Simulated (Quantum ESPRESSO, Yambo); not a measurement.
# MgH2 (P4_2/mnm): G0W0 on several meshes in Yambo, part 2 of 2

How does the mesh move the gap of MgH2 (P4_2/mnm)?

Quantum ESPRESSO 7.5 and Yambo 5.3.0; PBE and many-body steps on it, plane waves. Known limits of the many-body steps: not at the basis limit; coarse k mesh.

So far. Step 4 (2×2×2): The gap on the mesh goes from 3.91 eV to 5.77 eV, a correction of +1.85 eV. Step 5 (Empty states on the mesh, 2×2×4 mesh, 112 bands): On this mesh the gap is 3.915 eV.

### Step 7. 2×2×4

This step: G0W0 on PBE, plane waves, norm-conserving pseudopotentials.

gw14.in

```
HF_and_locXC
gw0
dyson
ppa
em1d
rim_cut
RandQpts= 1000000
RandGvec= 1 RL
EXXRLvcs= 76 Ry
VXCRLvcs= 304 Ry
Chimod= "HARTREE"
% BndsRnXp
 1 | 112 |
%
NGsBlkXp= 12 Ry
% LongDrXp
 1 | 1 | 1 |
%
% GbndRnge
 1 | 112 |
%
DysSolver= "n"
ExtendOut
PPAPntXp= 27.21138 eV
% QPkrange
 3 | 3 | 11 | 14 |
 9 | 9 | 11 | 14 |
 1 | 1 | 11 | 14 |
%
```

The run is started by

```console
> OMP_NUM_THREADS=2 mpirun -n 4 yambo -F gw14.in -J gw14 -C gw14 > gw14.log
```

Log:

```text
 Yambo, version 5.3.0

 [02] CORE Variables Setup
 =========================

  [... cell, symmetries and grids as in the set-up ...]

  [02.05] Energies & Occupations
  ==============================

  [X] === General ===
  [X] Electronic Temperature                        :  0.000000  0.000000 [eV K]
  [X] Bosonic    Temperature                        :  0.000000  0.000000 [eV K]
  [X] Finite Temperature mode                       : no
  [X] El. density                                   :  0.38947E+24 [cm-3]
  [X] Fermi Level                                   :  1.684439 [eV]

  [X] === Gaps and Widths ===
  [X] Conduction Band Min                           :  3.914982 [eV]
  [X] Valence Band Max                              :  0.000000 [eV]
  [X] Filled Bands                                  :  12
  [X] Empty Bands                                   :   13  112
  [X] Direct Gap                                    :  4.769157 [eV]
  [X] Direct Gap localized at k                     :   9
  [X] Indirect Gap                                  :  3.914982 [eV]
  [X] Indirect Gap between kpts                     :   3   9
  [X] Last valence band width                       :  2.627666 [eV]
  [X] 1st conduction band width                     :  5.219412 [eV]

 [03] Transferred momenta grid and indexing
 ==========================================

 IBZ Q-points                                      :   9
 BZ  Q-points                                      :  16

 K/Q-points units:
 rlu = crystal or reduced units; cc = cartesian coordinates; iku = interal k-units

 Q [1]          [rlu]:  0.000000  0.000000  0.000000
 Q [2]          [rlu]:  0.000000  0.000000  0.250000
 Q [3]          [rlu]:  0.000000  0.000000 -0.500000
[...]
[Hartree-Fock] Conduction Band Min                :  5.196409 [eV]
  [Hartree-Fock] Valence Band Max                   : -0.235959 [eV]
  [Hartree-Fock] Filled Bands                       :  12
  [Hartree-Fock] Empty Bands                        :   13  112
  [Hartree-Fock] Direct Gap                         :  5.830293 [eV]
  [Hartree-Fock] Direct Gap localized at k          :   4
  [Hartree-Fock] Indirect Gap                       :  5.432368 [eV]
  [Hartree-Fock] Indirect Gap between kpts          :   5   2
  [Hartree-Fock] Last valence band width            :  4.187939 [eV]
  [Hartree-Fock] 1st conduction band width          :  6.010695 [eV]

 [08] Dyson equation: Newton solver
 ==================================

  [08.01] G0W0 (W PPA)
  ====================

  [  GW  ] Bands range     :    1  112
  [GW/PPA] G damping       :  0.100000 [eV]

  QP @ state[ 1 ] K range:  1  1
  QP @ state[ 1 ] b range:  11  14
  QP @ state[ 2 ] K range:  3  3
  QP @ state[ 2 ] b range:  11  14
  QP @ state[ 3 ] K range:   9   9
  QP @ state[ 3 ] b range:  11  14

   Sc/G bands                                       :    1  112
   Sc/G damping                                     :  0.100000 ev
   Sc bands terminator                              : no
   Sx RL components                                 :   4683

   QP @ state[ 1 ] K range                          :  1  1
   QP @ state[ 1 ] b range                          :  11  14
   QP @ state[ 2 ] K range                          :  3  3
   QP @ state[ 2 ] b range                          :  11  14
   QP @ state[ 3 ] K range                          :   9   9
   QP @ state[ 3 ] b range                          :  11  14
   GF energies kind                                 : Perdew, Burke & Ernzerhof(X)+Perdew, Burke & Ernzerhof(C)
   GF WF`s kind                                     : Perdew, Burke & Ernzerhof(X)+Perdew, Burke & Ernzerhof(C)
   Xs energies kind                                 : Perdew, Burke & Ernzerhof(X)+Perdew, Burke & Ernzerhof(C)
   Xs WF`s kind                                     : Perdew, Burke & Ernzerhof(X)+Perdew, Burke & Ernzerhof(C)

 [11] Game Over & Game summary
```

Elapsed: 54 s, on 4 MPI ranks of AMD EPYC 7R43, shared host; peak memory 1.5 GiB; 5.1 min of CPU time.

Numbers from this step:

* G0W0 gap on the points computed: 5.887 eV
* starting gap on the mesh: 3.915 eV
* k of the valence top: 0, 0, -0.5
* k of the conduction bottom: -0.5, -0.5, -0.5
* least direct G0W0 gap on the computed points: 6.820 eV
* Z at the valence top: 0.7861
* Z at the conduction bottom: 0.8250

Against G0W0 in Yambo (2×2×2 mesh, 112 bands, screening to 163.3 eV, Godby-Needs plasmon pole), the gap moves by +0.118 eV.

### Step 8. Empty states on the mesh, 4×4×6 mesh, 112 bands

This step: Quantum ESPRESSO 7.5; DFT, PBE, plane waves, norm-conserving pseudopotentials.

pw.in

```
&control
  calculation = 'nscf'
  prefix = 'x'
  outdir = 'o'
  pseudo_dir = 'pseudo'
/
&system
  ibrav = 0
  nat = 6
  ntyp = 2
  ecutwfc = 76.0
  nbnd = 112
  force_symmorphic = .true.
/
&electrons
  conv_thr = 1e-9
  electron_maxstep = 80
  diago_full_acc = .true.
  diago_thr_init = 5e-6
/
ATOMIC_SPECIES
  Mg 24.305 Mg.upf
  H 1.008 H.upf
CELL_PARAMETERS angstrom
  4.5168000000 0.0000000000 0.0000000000
  0.0000000000 4.5168000000 0.0000000000
  0.0000000000 0.0000000000 3.0205000000
ATOMIC_POSITIONS crystal
  Mg 0.0000000000 0.0000000000 0.0000000000
  Mg 0.5000000000 0.5000000000 0.5000000000
  H 0.3060000000 0.3060000000 0.0000000000
  H 0.1940000000 0.8060000000 0.5000000000
  H 0.6940000000 0.6940000000 0.0000000000
  H 0.8060000000 0.1940000000 0.5000000000
K_POINTS automatic
  4 4 6 0 0 0
```

The run is started by

```console
> OMP_NUM_THREADS=1 mpirun -n 8 pw.x -nk 4 -in pw.in > pw.out
```

Log:

```text
[banner, memory and clock lines left out]
Program PWSCF v.7.5 starts

     Atomic positions and unit cell read from directory:
     o/x.save/

     Message from routine setup:
     using ibrav=0 with symmetry is DISCOURAGED, use correct ibrav instead

     bravais-lattice index     =            0
     lattice parameter (alat)  =       8.5355  a.u.
     unit-cell volume          =     415.8504 (a.u.)^3
     number of atoms/cell      =            6
     number of atomic types    =            2
     number of electrons       =        24.00
[...]
12.7194  12.9758  13.9674  16.7642  16.7642  17.8765  18.2123  18.2123
[...]
k = 0.0000 0.0000 0.2492 (  4660 PWs)   bands (ev):

[...]
k = 0.0000 0.0000 0.4985 (  4656 PWs)   bands (ev):

[...]
69.6452  69.7101  69.7101  70.1098  70.4689  70.4856  70.4856  70.6359
    71.2810  72.1108  72.1108  73.0118  73.4595  73.4595  73.8149  74.1051

          k = 0.0000 0.0000-0.7477 (  4632 PWs)   bands (ev):

     [... further k-points ...]

     highest occupied, lowest unoccupied level (ev):     1.7041    5.5994

     XML data file, pseudopotentials, collected wavefunctions
```

Run time: 23 s. Hardware: 8 MPI ranks; peak memory 0.61 GiB.

This step gave:

```
gap                                                           : 3.895 eV
k of the valence top                                          : 0, 0.25, 0
k of the conduction bottom                                    : -0.5, -0.5, -0.5
least direct gap                                              : 4.666 eV
k points computed                                             : 28
lowest point of the top converged band, above the valence top : 70.5757 eV
```

On this mesh the gap is 3.895 eV.

### Step 9. Conversion and set-up

This step: Yambo 5.3.0; conversion and set-up on PBE, plane waves, norm-conserving pseudopotentials.

The run is started by

```console
> (cd o/x.save; p2y > p2y.log; mv SAVE ../..); yambo > setup.log
```

Log:

```text
 Yambo, version 5.3.0

 [02] CORE Variables Setup
 =========================

  [02.01] Unit cells
  ==================

  Cell kind             :  Unknown
  Atoms in the cell     :  Mg  H
  number of Mg atoms    :  2
  number of H  atoms    :   4

  List of atomic masses
  Mass of Mg    :  24.30500
  Mass of H     :  1.008000

  List of atomic coordinates    : [cc]
  Mg1       :  0.000000  0.000000  0.000000  order 1
  Mg2       :  4.267757  4.267757  2.853959  order 2
  H1       :  2.611868  2.611868  0.000000  order 3
  H2       :  1.655890  6.879625  2.853959  order 4
[...]
K/Q-points units:
 rlu = crystal or reduced units; cc = cartesian coordinates; iku = interal k-units

 Q [ 1]         [rlu]:  0.000000  0.000000  0.000000
 Q [ 2]         [rlu]:  0.000000  0.000000  0.166667
 Q [ 3]         [rlu]:  0.000000  0.000000  0.333333
[...]
Q [ 8]         [rlu]:  0.000000  0.250000 -0.500000
 Q [ 9]         [rlu]:  0.000000 -0.500000  0.000000
 Q [10]         [rlu]:  0.000000 -0.500000  0.166667
     [... 16 further rows ...]
 Q [27]         [rlu]: -0.250000  0.250000 -0.333333
 Q [28]         [rlu]: -0.250000  0.250000  0.500000

  [03.01] X indexes
  =================

   [03.01.01] Sigma indexes
   ========================

 [06] Game Over & Game summary
```

It took 4.7 s on 1 MPI rank; peak memory 0.25 GiB.

### Step 10. 4×4×6

This step: G0W0 on PBE, plane waves, norm-conserving pseudopotentials.

gw15.in, as its differences from gw14.in of step 7:

```diff
@@ -25,4 +25,5 @@
 % QPkrange
- 3 | 3 | 11 | 14 |
- 9 | 9 | 11 | 14 |
+ 5 | 5 | 11 | 14 |
+ 24 | 24 | 11 | 14 |
+ 28 | 28 | 11 | 14 |
  1 | 1 | 11 | 14 |
```

The run is started by

```console
> OMP_NUM_THREADS=2 mpirun -n 4 yambo -F gw15.in -J gw15 -C gw15 > gw15.log
```

Log:

```text
 Yambo, version 5.3.0

 [02] CORE Variables Setup
 =========================

  [... cell, symmetries and grids as in the set-up ...]

  [02.05] Energies & Occupations
  ==============================

  [X] === General ===
  [X] Electronic Temperature                        :  0.000000  0.000000 [eV K]
  [X] Bosonic    Temperature                        :  0.000000  0.000000 [eV K]
  [X] Finite Temperature mode                       : no
  [X] El. density                                   :  0.38947E+24 [cm-3]
[...]
QP @ state[ 3 ] b range                          :  11  14
   QP @ state[ 4 ] K range                          :  28  28
   QP @ state[ 4 ] b range                          :  11  14
   GF energies kind                                 : Perdew, Burke & Ernzerhof(X)+Perdew, Burke & Ernzerhof(C)
   GF WF`s kind                                     : Perdew, Burke & Ernzerhof(X)+Perdew, Burke & Ernzerhof(C)
   Xs energies kind                                 : Perdew, Burke & Ernzerhof(X)+Perdew, Burke & Ernzerhof(C)
   Xs WF`s kind                                     : Perdew, Burke & Ernzerhof(X)+Perdew, Burke & Ernzerhof(C)

 [11] Game Over & Game summary
```

Run time: 7.3 min. Hardware: 4 MPI ranks; peak memory 2.2 GiB; 51 min of CPU time.

This step gave:

| Item | Value |
| --- | --- |
| G0W0 gap on the mesh | 5.922 eV |
| starting gap on the mesh | 3.895 eV |
| k of the valence top | 0, 0.25, 0 |
| k of the conduction bottom | -0.5, -0.5, -0.5 |
| least direct G0W0 gap on the computed points | 6.741 eV |

Against G0W0 in Yambo (2×2×2 mesh, 112 bands, screening to 163.3 eV, Godby-Needs plasmon pole), the gap moves by +0.154 eV.

### Step 11. Side by side

Times are wall times on 4 MPI ranks of AMD EPYC 7R43, shared host, good to a factor of about two.

```
  run   mesh  bands  screening cutoff (eV)  DFT gap (eV)  gap on the mesh (eV)  direct (eV)     time
2×2×2  2×2×2    112                  163.3         3.915                 5.769        6.686     23 s
2×2×4  2×2×4    112                  163.3         3.915                 5.887        6.820     54 s
4×4×6  4×4×6    112                  163.3         3.895                 5.922        6.741  7.3 min
```

### Step 12. What came out

| Item | Value |
| --- | --- |
| 2×2×2 | 5.769 eV |
| 2×2×4 | 5.887 eV |
| 4×4×6 | 5.922 eV |
| known limits | not at the basis limit; coarse k mesh |

2×2×4: +0.118 eV against 2×2×2. 4×4×6: +0.154 eV against 2×2×2, −0.020 eV of it in the start. Bands and cutoff are finite, so the gap is not at the basis limit. The miss can reach some tenths of an eV and take either sign; the mesh is an error of its own. A denser mesh or path gives a starting gap of 3.76 eV: the GW mesh misses a band edge, so its gaps are not the fundamental one. The 2×2×2 mesh is coarse for this cell, which bears on the long-range parts of exchange and screening.

[Paths, hosts, dates, memory and timing lines, banners, echoed tables and standing remarks are left out of the program output.]

[Logs are printed without paths, hosts, clocks, repeated set-up lines and the standing remarks that a program may print on its own settings, such as how far it seeks lower states.]

[Runs of the session that timed out or met a known fault of the program may be left out.]

[Hosts, paths, dates, database ids (printed as entryN), source tags and the programs' standing remarks are cut or masked in the printed files.]
